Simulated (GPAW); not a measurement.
# Settings that the conductance of bicyclo[2.2.2]octane-1,4-dithiol between two Al chains needs, part 2 of 4

How do the numerical settings move the conductance of bicyclo[2.2.2]octane-1,4-dithiol between two Al chains?

GPAW 26.7.0; GPAW LCAO, PAW setups; Landauer transmission from Green's functions with principal layers (ASE), zero bias.

So far, transmission at the Fermi level (one spin): step 2 (the reference run) 0.0120; step 3 (k-points along the lead 23, n lead 2, period 4.8 Å) 0.0121; step 4 (k-points along the lead 16, n lead 3, period 7.2 Å) 0.0120; step 5 (k-points along the lead 10, n lead 5, period 12 Å) 0.0120.

## 7. Grid spacing: h = 0.3

The real-space grid carries density and potential; a coarse one breaks translation symmetry along the lead and scatters electrons that should pass.

This step: GPAW LCAO, PAW setups; Landauer transmission from Green's functions with principal layers (ASE), zero bias (GPAW 26.7.0).

run.py

```python
import json
import numpy as np
from ase import Atoms
from ase.transport.calculators import TransportCalculator
from gpaw import GPAW, FermiDirac
from gpaw.lcao.tools import get_lcao_hamiltonian
from scipy.linalg import eigh

# The junction with lead layers at both ends, along the third cell vector
device = Atoms(
    ['Al', 'Al', 'Al', 'Al', 'Al', 'Al', 'S', 'H', 'H', 'H', 'C', 'C', 'H', 'C', 'H', 'H', 'C', 'C', 'H', 'H', 'C', 'H', 'C', 'C', 'H', 'H', 'H', 'S', 'Al', 'Al', 'Al', 'Al', 'Al', 'Al'],
    positions=[
        [5.65007, 5.79471, 1.20000],
        [5.65007, 5.79471, 3.60000],
        [5.65007, 5.79471, 6.00000],
        [5.65007, 5.79471, 8.40000],
        [5.65007, 5.79471, 10.80000],
        [5.65007, 5.79471, 13.20000],
        [6.54719, 5.00895, 15.04872],
        [3.89126, 4.77360, 16.34431],
        [4.73661, 3.25002, 16.59600],
        [5.12692, 7.00890, 16.71240],
        [6.02061, 5.01180, 16.79424],
        [4.66864, 4.28760, 16.94819],
        [6.81470, 7.00851, 17.21307],
        [5.86908, 6.45844, 17.30520],
        [7.20740, 3.25137, 17.32994],
        [8.05013, 4.77652, 17.58153],
        [7.06991, 4.28866, 17.66230],
        [4.23021, 4.28868, 18.42341],
        [3.25000, 4.77656, 18.50418],
        [4.09271, 3.25139, 18.75577],
        [5.43107, 6.45844, 18.78052],
        [4.48547, 7.00853, 18.87265],
        [6.63149, 4.28758, 19.13751],
        [5.27953, 5.01181, 19.29147],
        [6.17324, 7.00889, 19.37332],
        [6.56350, 3.25000, 19.48970],
        [7.40888, 4.77357, 19.74140],
        [4.75294, 5.00896, 21.03699],
        [5.65007, 5.79471, 22.88571],
        [5.65007, 5.79471, 25.28571],
        [5.65007, 5.79471, 27.68571],
        [5.65007, 5.79471, 30.08571],
        [5.65007, 5.79471, 32.48571],
        [5.65007, 5.79471, 34.88571]],
    cell=[[11.30014, 0.0, 0.0], [0.0, 11.58942, 0.0], [0.0, 0.0, 36.08571]],
    pbc=True)

# One principal layer of the lead: the first 4 atoms of the device
lead = Atoms(
    ['Al', 'Al', 'Al', 'Al'],
    positions=[
        [5.65007, 5.79471, 1.20000],
        [5.65007, 5.79471, 3.60000],
        [5.65007, 5.79471, 6.00000],
        [5.65007, 5.79471, 8.40000]],
    cell=[[11.30014, 0.0, 0.0], [0.0, 11.58942, 0.0], [0.0, 0.0, 9.6]],
    pbc=True)

settings = dict(mode='lcao', basis='szp(dzp)', xc='LDA', h=0.3,
                occupations=FermiDirac(0.1), maxiter=250,
                mixer=dict(beta=0.1, nmaxold=8, weight=100.0),
                convergence=dict(density=0.0001))
energies = np.arange(-2, 2 + 1e-9, 0.05)
eta = 0.0001
n1, n2 = 1, 1
# k and -k transmit alike, so half of the mesh across the current serves
mesh = [(i, j) for i in range(n1) for j in range(n2) if (i, j) <= (-i % n1, -j % n2)]
weights = np.array([1 if (i, j) == (-i % n1, -j % n2) else 2 for i, j in mesh]) / (n1 * n2)

# [... helper functions left out ...]
fermi_lead = ground_state(lead, (1, 1, 12), 'lead.txt')
fermi_device = ground_state(device, (1, 1, 2), 'device.txt')
# [... loop over the mesh left out, but for ...]
        # Shift the lead onto the potential of the device's first layer
        shift = ((H[:, 0, 0] - H0[:, 0, 0]) / S0[0, 0]).real.mean()
# [...]
kT = 8.617333e-5 * 300
bias = [0.1, 0.2, 0.5, 1.0, 1.5, 2.0]
# [... integrals and printing left out ...]
```

The run is started by

```
$ OMP_NUM_THREADS=1 OPENBLAS_NUM_THREADS=2 python run.py
```

The log of the run:

```text
basis functions: device 246, principal layer 36
Fermi level: lead -4.1604 eV, device -3.7597 eV; lead shifted by -0.0051 eV
largest coupling past the next layer 1.90e-15 eV, largest misfit of the first layer 0.039 eV
  E-E_F (eV)   T (one spin)  [channel counts left out]
    -2.000    1.0097e-04
    -1.950    7.2877e-05
    -1.900    5.2073e-05
    -1.850    3.6708e-05
    -1.800    2.5425e-05
    -1.750    1.7210e-05
    -1.700    1.1303e-05
    -1.650    7.1296e-06
    -1.600    4.2517e-06
    -1.550    2.3346e-06
    -1.500    1.1206e-06
    -1.450    4.1071e-07
    -1.400    4.9889e-08
    -1.350    2.6016e-14
    -1.300    2.1553e-15
    -1.250    2.1472e-16
[...]
1.650    5.3782e-02
     1.700    5.6448e-02
     1.750    5.9137e-02
     1.800    6.1836e-02
     1.850    6.4531e-02
     1.900    6.7208e-02
     1.950    6.9856e-02
     2.000    7.2460e-02
conductance at 300 K: 0.011583 G0 a cell; thermopower 11.88 uV/K
current from the zero-bias T(E) at 0.1 V: 0.089071 uA
current from the zero-bias T(E) at 0.2 V: 0.17413 uA
current from the zero-bias T(E) at 0.5 V: 0.37266 uA
current from the zero-bias T(E) at 1.0 V: 0.55501 uA
current from the zero-bias T(E) at 1.5 V: 0.8249 uA
current from the zero-bias T(E) at 2.0 V: 1.2346 uA
```

The job ended after 24 s (2 threads of Arm Neoverse V1, shared host; peak memory 0.61 GiB).

This step gave:

```yaml
conductance: 0.01158 G₀
thermopower: 11.88 μV/K
largest_coupling_past_the_next_principal_layer: 1.90e-15 eV
largest_misfit_of_the_first_principal_layer: 0.03855 eV
shift_that_aligns_the_lead: -0.005053 eV
basis_functions_of_a_principal_layer: 36
transmission_at_the_fermi_level_one_spin: 0.01187
```

One spin. Transmission, zone mean against energy, zero at the Fermi level:

```tsv
energy (eV)	transmission, zone mean
-2.000	1.0e-4
-1.800	2.5e-5
-1.600	4.3e-6
-1.400	5.0e-8
-1.200	0
-1.000	0
-0.800	0
-0.600	0
-0.400	4.8e-11
-0.200	0.0100
-0.050	0.0127
0.000	0.0119
0.200	0.00575
0.400	0.00454
0.450	0.0156
0.600	0.0137
0.800	0.0190
1.000	0.0248
1.200	0.0323
1.400	0.0412
1.600	0.0511
1.800	0.0618
2.000	0.0725
```

Not self-consistent under bias; the bias window is split evenly. The current through one cell, from the zero-bias transmission by bias:

```tsv
bias (V)	current through one cell, from the zero-bias transmission (μA)
0.100	0.0891
0.200	0.174
0.500	0.373
1.000	0.555
1.500	0.825
2.000	1.23
```

The conductance, 0.0116 G₀, lies 0.8 % below that of the base run.

## 8. Grid spacing: h = 0.26

Edit run.py of step 7 so:

```diff
@@ -60,3 +60,3 @@
 
-settings = dict(mode='lcao', basis='szp(dzp)', xc='LDA', h=0.3,
+settings = dict(mode='lcao', basis='szp(dzp)', xc='LDA', h=0.26,
                 occupations=FermiDirac(0.1), maxiter=250,
```

The log of the run:

```text
basis functions: device 246, principal layer 36
Fermi level: lead -4.1603 eV, device -3.7608 eV; lead shifted by -0.0050 eV
largest coupling past the next layer 1.29e-15 eV, largest misfit of the first layer 0.039 eV
  E-E_F (eV)   T (one spin)  [channel counts left out]
    -2.000    9.8846e-05
    -1.950    7.1233e-05
    -1.900    5.0807e-05
    -1.850    3.5743e-05
    -1.800    2.4697e-05
    -1.750    1.6671e-05
    -1.700    1.0912e-05
    -1.650    6.8550e-06
    -1.600    4.0669e-06
    -1.550    2.2182e-06
    -1.500    1.0550e-06
    -1.450    3.8142e-07
    -1.400    4.4746e-08
    -1.350    2.2847e-14
    -1.300    1.7974e-15
    -1.250    1.5197e-16
[...]
1.650    5.4163e-02
     1.700    5.6846e-02
     1.750    5.9552e-02
     1.800    6.2267e-02
     1.850    6.4978e-02
     1.900    6.7671e-02
     1.950    7.0332e-02
     2.000    7.2949e-02
conductance at 300 K: 0.011683 G0 a cell; thermopower 12 uV/K
current from the zero-bias T(E) at 0.1 V: 0.08984 uA
current from the zero-bias T(E) at 0.2 V: 0.17562 uA
current from the zero-bias T(E) at 0.5 V: 0.37568 uA
current from the zero-bias T(E) at 1.0 V: 0.56113 uA
current from the zero-bias T(E) at 1.5 V: 0.83322 uA
current from the zero-bias T(E) at 2.0 V: 1.246 uA
```

Wall time 34 s (2 threads); peak memory 0.87 GiB.

Numbers from this step:

```yaml
conductance: 0.01168 G₀
thermopower: 12.00 μV/K
largest_coupling_past_the_next_principal_layer: 1.29e-15 eV
largest_misfit_of_the_first_principal_layer: 0.03863 eV
shift_that_aligns_the_lead: -0.005028 eV
transmission_at_the_fermi_level_one_spin: 0.01197
```

One spin. Table of transmission, zone mean by energy, zero at the Fermi level:

energy (eV), transmission, zone mean and a bar:
```
    -2.00     0.0001 
    -1.85     0.0000 
    -1.70     0.0000 
    -1.60     0.0000 
    -1.45     0.0000 
    -1.30     0.0000 
    -1.15     0.0000 
    -1.05     0.0000 
    -0.90     0.0000 
    -0.75     0.0000 
    -0.60     0.0000 
    -0.50     0.0000 
    -0.35     0.0057 ##
    -0.20     0.0101 ####
    -0.05     0.0128 #####
     0.00     0.0120 #####
     0.05     0.0106 ####
     0.20     0.0058 ##
     0.35     0.0019 #
     0.45     0.0164 #######
     0.50     0.0149 ######
     0.60     0.0140 ######
     0.75     0.0180 #######
     0.90     0.0218 #########
     1.05     0.0268 ###########
     1.15     0.0305 #############
     1.30     0.0368 ###############
     1.45     0.0439 ##################
     1.60     0.0515 #####################
     1.70     0.0568 #######################
     1.85     0.0650 ###########################
     2.00     0.0729 ##############################
```

Not self-consistent under bias; the bias window is split evenly. Current through one cell, from the zero-bias transmission against bias:

```tsv
bias (V)	current through one cell, from the zero-bias transmission (μA)
0.100	0.0898
0.200	0.176
0.500	0.376
1.000	0.561
1.500	0.833
2.000	1.25
```

The conductance equals that of the base run to 0.2 %.

## 9. Grid spacing: h = 0.22

Edit run.py of step 8 so:

```diff
@@ -60,3 +60,3 @@
 
-settings = dict(mode='lcao', basis='szp(dzp)', xc='LDA', h=0.26,
+settings = dict(mode='lcao', basis='szp(dzp)', xc='LDA', h=0.22,
                 occupations=FermiDirac(0.1), maxiter=250,
```

The log of the run:

```text
basis functions: device 246, principal layer 36
Fermi level: lead -4.1603 eV, device -3.7618 eV; lead shifted by -0.0050 eV
largest coupling past the next layer 1.69e-15 eV, largest misfit of the first layer 0.039 eV
  E-E_F (eV)   T (one spin)  [channel counts left out]
    -2.000    9.8349e-05
    -1.950    7.0815e-05
    -1.900    5.0466e-05
[...]
1.950    7.0430e-02
     2.000    7.3037e-02
conductance at 300 K: 0.011662 G0 a cell; thermopower 12.06 uV/K
current from the zero-bias T(E) at 0.1 V: 0.089674 uA
current from the zero-bias T(E) at 0.2 V: 0.17529 uA
current from the zero-bias T(E) at 0.5 V: 0.37477 uA
current from the zero-bias T(E) at 1.0 V: 0.56088 uA
current from the zero-bias T(E) at 1.5 V: 0.83449 uA
current from the zero-bias T(E) at 2.0 V: 1.2482 uA
```

Wall time 51 s (2 threads); peak memory 1.3 GiB.

The conductance equals that of the base run to 0.2 %.

## 10. Varying the grid spacing

Edit run.py of step 9 so:

```diff
@@ -60,3 +60,3 @@
 
-settings = dict(mode='lcao', basis='szp(dzp)', xc='LDA', h=0.22,
+settings = dict(mode='lcao', basis='szp(dzp)', xc='LDA', h=0.16,
                 occupations=FermiDirac(0.1), maxiter=250,
```

The log of the run:

```text
basis functions: device 246, principal layer 36
Fermi level: lead -4.1602 eV, device -3.7625 eV; lead shifted by -0.0049 eV
largest coupling past the next layer 1.49e-15 eV, largest misfit of the first layer 0.039 eV
  E-E_F (eV)   T (one spin)  [channel counts left out]
    -2.000    9.8000e-05
    -1.950    7.0572e-05
    -1.900    5.0300e-05
[...]
1.950    7.0486e-02
     2.000    7.3090e-02
conductance at 300 K: 0.011652 G0 a cell; thermopower 12.11 uV/K
current from the zero-bias T(E) at 0.1 V: 0.0896 uA
current from the zero-bias T(E) at 0.2 V: 0.17514 uA
current from the zero-bias T(E) at 0.5 V: 0.37438 uA
current from the zero-bias T(E) at 1.0 V: 0.56093 uA
current from the zero-bias T(E) at 1.5 V: 0.83599 uA
current from the zero-bias T(E) at 2.0 V: 1.2509 uA
```

The job ended after 2 min (2 threads; peak memory 3.2 GiB).

The conductance, 0.0117 G₀, lies 0.2 % below that of the base run.

## 11. Grid spacing: h = 0.14

Edit run.py of step 10 so:

```diff
@@ -60,3 +60,3 @@
 
-settings = dict(mode='lcao', basis='szp(dzp)', xc='LDA', h=0.16,
+settings = dict(mode='lcao', basis='szp(dzp)', xc='LDA', h=0.14,
                 occupations=FermiDirac(0.1), maxiter=250,
```

The log of the run:

```text
basis functions: device 246, principal layer 36
Fermi level: lead -4.1602 eV, device -3.7626 eV; lead shifted by -0.0049 eV
largest coupling past the next layer 1.49e-15 eV, largest misfit of the first layer 0.039 eV
  E-E_F (eV)   T (one spin)  [channel counts left out]
    -2.000    9.8276e-05
    -1.950    7.0783e-05
    -1.900    5.0460e-05
[...]
1.950    7.0504e-02
     2.000    7.3106e-02
conductance at 300 K: 0.011662 G0 a cell; thermopower 12.11 uV/K
current from the zero-bias T(E) at 0.1 V: 0.089676 uA
current from the zero-bias T(E) at 0.2 V: 0.17529 uA
current from the zero-bias T(E) at 0.5 V: 0.37471 uA
current from the zero-bias T(E) at 1.0 V: 0.56117 uA
current from the zero-bias T(E) at 1.5 V: 0.83634 uA
current from the zero-bias T(E) at 2.0 V: 1.2514 uA
```

The job ended after 2.8 min (2 threads; peak memory 4.7 GiB).

One spin. The transmission, zone mean by energy, zero at the Fermi level:

energy (eV), transmission, zone mean and a bar:
```
    -2.00     0.0001 
    -1.85     0.0000 
    -1.70     0.0000 
    -1.60     0.0000 
    -1.45     0.0000 
    -1.30     0.0000 
    -1.15     0.0000 
    -1.05     0.0000 
    -0.90     0.0000 
    -0.75     0.0000 
    -0.60     0.0000 
    -0.50     0.0000 
    -0.35     0.0057 ##
    -0.20     0.0101 ####
    -0.05     0.0128 #####
     0.00     0.0119 #####
     0.05     0.0106 ####
     0.20     0.0057 ##
     0.35     0.0019 #
     0.45     0.0169 #######
     0.50     0.0143 ######
     0.60     0.0144 ######
     0.75     0.0181 #######
     0.90     0.0220 #########
     1.05     0.0269 ###########
     1.15     0.0307 #############
     1.30     0.0370 ###############
     1.45     0.0441 ##################
     1.60     0.0517 #####################
     1.70     0.0571 #######################
     1.85     0.0652 ###########################
     2.00     0.0731 ##############################
```

The conductance equals that of the base run to 0.2 %.

## 12. Convergence in the grid spacing

The runs and the base run on one axis.

This step: convergence of the conductance (GPAW 26.7.0).

The conductance by grid spacing:

```tsv
grid spacing (Å)	conductance (G₀)
0.1400	0.0117
0.1600	0.0117
0.2000	0.0117
0.2200	0.0117
0.2600	0.0117
0.3000	0.0116
```

## 13. Density threshold: conv = 0.1

The Hamiltonian is taken from the last density. The density threshold is one of the tests that end the cycle; the energy must settle too, so a loose value may not be the test that decides.

This step: GPAW LCAO, PAW setups; Landauer transmission from Green's functions with principal layers (ASE), zero bias (GPAW 26.7.0).

Edit run.py of step 11 so:

```diff
@@ -60,6 +60,6 @@
 
-settings = dict(mode='lcao', basis='szp(dzp)', xc='LDA', h=0.14,
+settings = dict(mode='lcao', basis='szp(dzp)', xc='LDA', h=0.2,
                 occupations=FermiDirac(0.1), maxiter=250,
                 mixer=dict(beta=0.1, nmaxold=8, weight=100.0),
-                convergence=dict(density=0.0001))
+                convergence=dict(density=0.1))
 energies = np.arange(-2, 2 + 1e-9, 0.05)
```

The log of the run:

```text
basis functions: device 246, principal layer 36
Fermi level: lead -4.1602 eV, device -3.7584 eV; lead shifted by -0.0047 eV
largest coupling past the next layer 1.83e-15 eV, largest misfit of the first layer 0.041 eV
  E-E_F (eV)   T (one spin)  [channel counts left out]
    -2.000    9.7172e-05
    -1.950    6.9884e-05
    -1.900    4.9733e-05
    -1.850    3.4902e-05
    -1.800    2.4052e-05
    -1.750    1.6188e-05
    -1.700    1.0563e-05
    -1.650    6.6122e-06
    -1.600    3.9073e-06
    -1.550    2.1215e-06
    -1.500    1.0040e-06
    -1.450    3.6137e-07
    -1.400    4.3746e-08
    -1.350    2.1454e-14
    -1.300    1.5893e-15
    -1.250    1.1581e-16
[...]
1.650    5.4590e-02
     1.700    5.7300e-02
     1.750    6.0022e-02
     1.800    6.2746e-02
     1.850    6.5456e-02
     1.900    6.8142e-02
     1.950    7.0791e-02
     2.000    7.3391e-02
conductance at 300 K: 0.011957 G0 a cell; thermopower 12.7 uV/K
current from the zero-bias T(E) at 0.1 V: 0.091937 uA
current from the zero-bias T(E) at 0.2 V: 0.17963 uA
current from the zero-bias T(E) at 0.5 V: 0.38061 uA
current from the zero-bias T(E) at 1.0 V: 0.56398 uA
current from the zero-bias T(E) at 1.5 V: 0.84178 uA
current from the zero-bias T(E) at 2.0 V: 1.257 uA
```

Wall time 49 s (2 threads); peak memory 1.6 GiB.

Numbers from this step:

- conductance: 0.01196 G₀
- thermopower: 12.70 μV/K
- largest coupling past the next principal layer: 1.83e-15 eV
- largest misfit of the first principal layer: 0.04069 eV
- shift that aligns the lead: -0.004748 eV
- transmission at the Fermi level (one spin): 0.01225

One spin. The transmission, zone mean by energy, zero at the Fermi level:

energy (eV), transmission, zone mean and a bar:
```
    -2.00     0.0001 
    -1.90     0.0000 
    -1.80     0.0000 
    -1.70     0.0000 
    -1.55     0.0000 
    -1.45     0.0000 
    -1.35     0.0000 
    -1.25     0.0000 
    -1.15     0.0000 
    -1.05     0.0000 
    -0.90     0.0000 
    -0.80     0.0000 
    -0.70     0.0000 
    -0.60     0.0000 
    -0.50     0.0000 
    -0.40     0.0000 
    -0.25     0.0079 ###
    -0.15     0.0120 #####
    -0.10     0.0132 #####
    -0.05     0.0132 #####
     0.00     0.0122 #####
     0.05     0.0108 ####
     0.15     0.0075 ###
     0.25     0.0042 ##
     0.40     0.0049 ##
     0.45     0.0165 #######
     0.50     0.0146 ######
     0.60     0.0146 ######
     0.70     0.0174 #######
     0.80     0.0193 ########
     0.90     0.0219 #########
     1.05     0.0268 ###########
     1.15     0.0306 ############
     1.25     0.0347 ##############
     1.35     0.0393 ################
     1.45     0.0441 ##################
     1.55     0.0493 ####################
     1.70     0.0573 #######################
     1.80     0.0627 ##########################
     1.90     0.0681 ############################
     2.00     0.0734 ##############################
```

Not self-consistent under bias; the bias window is split evenly. Current through one cell, from the zero-bias transmission against bias:

```tsv
bias (V)	current through one cell, from the zero-bias transmission (μA)
0.100	0.0919
0.200	0.180
0.500	0.381
1.000	0.564
1.500	0.842
2.000	1.26
```

The conductance, 0.0120 G₀, lies 2.4 % above that of the base run.

## 14. Density threshold: conv = 0.01

Edit run.py of step 13 so:

```diff
@@ -63,3 +63,3 @@
                 mixer=dict(beta=0.1, nmaxold=8, weight=100.0),
-                convergence=dict(density=0.1))
+                convergence=dict(density=0.01))
 energies = np.arange(-2, 2 + 1e-9, 0.05)
```

The log of the run:

```text
basis functions: device 246, principal layer 36
Fermi level: lead -4.1602 eV, device -3.7584 eV; lead shifted by -0.0047 eV
largest coupling past the next layer 1.83e-15 eV, largest misfit of the first layer 0.041 eV
  E-E_F (eV)   T (one spin)  [channel counts left out]
    -2.000    9.7172e-05
    -1.950    6.9884e-05
    -1.900    4.9733e-05
    -1.850    3.4902e-05
    -1.800    2.4052e-05
    -1.750    1.6188e-05
    -1.700    1.0563e-05
    -1.650    6.6122e-06
    -1.600    3.9073e-06
    -1.550    2.1215e-06
    -1.500    1.0040e-06
    -1.450    3.6137e-07
    -1.400    4.3746e-08
    -1.350    2.1454e-14
    -1.300    1.5893e-15
    -1.250    1.1581e-16
[...]
1.650    5.4590e-02
     1.700    5.7300e-02
     1.750    6.0022e-02
     1.800    6.2746e-02
     1.850    6.5456e-02
     1.900    6.8142e-02
     1.950    7.0791e-02
     2.000    7.3391e-02
conductance at 300 K: 0.011957 G0 a cell; thermopower 12.7 uV/K
current from the zero-bias T(E) at 0.1 V: 0.091937 uA
current from the zero-bias T(E) at 0.2 V: 0.17963 uA
current from the zero-bias T(E) at 0.5 V: 0.38061 uA
current from the zero-bias T(E) at 1.0 V: 0.56398 uA
current from the zero-bias T(E) at 1.5 V: 0.84178 uA
current from the zero-bias T(E) at 2.0 V: 1.257 uA
```

Elapsed: 48 s, on 2 threads; peak memory 1.6 GiB.

One spin. Table of transmission, zone mean by energy, zero at the Fermi level:

```tsv
energy (eV)	transmission, zone mean
-2.000	9.7e-5
-1.800	2.4e-5
-1.600	3.9e-6
-1.400	4.4e-8
-1.200	0
-1.000	0
-0.800	0
-0.600	0
-0.400	5.2e-11
-0.200	0.0100
-0.100	0.0132
0.000	0.0122
0.200	0.00581
0.400	0.00494
0.450	0.0165
0.600	0.0146
0.800	0.0193
1.000	0.0251
1.200	0.0326
1.400	0.0417
1.600	0.0519
1.800	0.0627
2.000	0.0734
```

Not self-consistent under bias; the bias window is split evenly. The current through one cell, from the zero-bias transmission by bias:

```tsv
bias (V)	current through one cell, from the zero-bias transmission (μA)
0.100	0.0919
0.200	0.180
0.500	0.381
1.000	0.564
1.500	0.842
2.000	1.26
```

The conductance, 0.0120 G₀, lies 2.4 % above that of the base run.

(Continued in part 3 of 4.)

[Logs are printed without paths, hosts, clocks, repeated set-up lines and the standing remarks that a program may print on its own settings, such as how far it seeks lower states.]

[Hosts, paths, dates, database ids (printed as entryN), source tags and the programs' standing remarks are cut or masked in the printed files.]
